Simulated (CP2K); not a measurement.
Consider boroxine at its PBE geometry (Å).

```xyz
9

B    -0.4732    1.2550    0.3583
O    -1.3020    0.1463    0.4402
B    -0.8304   -1.1087    0.0839
O     0.4754   -1.2616   -0.3584
B     1.3014   -0.1459   -0.4464
O     0.8299    1.1134   -0.0943
H    -0.8771    2.3290    0.6820
H    -1.5496   -2.0573    0.1599
H     2.4256   -0.2703   -0.8252
```

Method: CP2K XAS_TDP, all-electron GAPW, PBEh(45%), aug-cc-pVDZ, TDA, GW2X-corrected core level, no relativity.

Where do the B K-edge lines lie, and how strong are they?

Leading lines: B1 194.77 eV. The leading line of an atom is its first one with 35 % of the strongest within 2.5 eV of its lowest line over the strength cut. Core ionisation energies at this level: B1 200.64 eV.

The first six lines of each atom with a strength over 0.0015:

```csv
atom,energy (eV),states,"strength, one atom",above the computed threshold
"B1 (bonded to 2 O and H), 3 alike",194.77,1,0.0760,
,198.88,1,0.0037,
,199.50,1,0.0062,
,199.76,1,0.0028,
,200.40,1,0.0037,
,200.49,1,0.0074,
```

Lines are vertical, at one geometry, with no vibrational structure. GW2X ionisation energies and lines can be off by 1 to 2 eV either way, and a good line position may hide errors that cancel. These values hold no scalar relativity. Rydberg lines, and the discretised continuum above threshold, depend on the basis and the box.

[Banner, clock and machine lines of the logs are left out without a mark of their own.]

[Logs are printed without paths, hosts, clocks, repeated set-up lines and the standing remarks that a program may print on its own settings, such as how far it seeks lower states.]

[Hosts, paths, dates, database ids (printed as entryN), source tags and the programs' standing remarks are cut or masked in the printed files.]
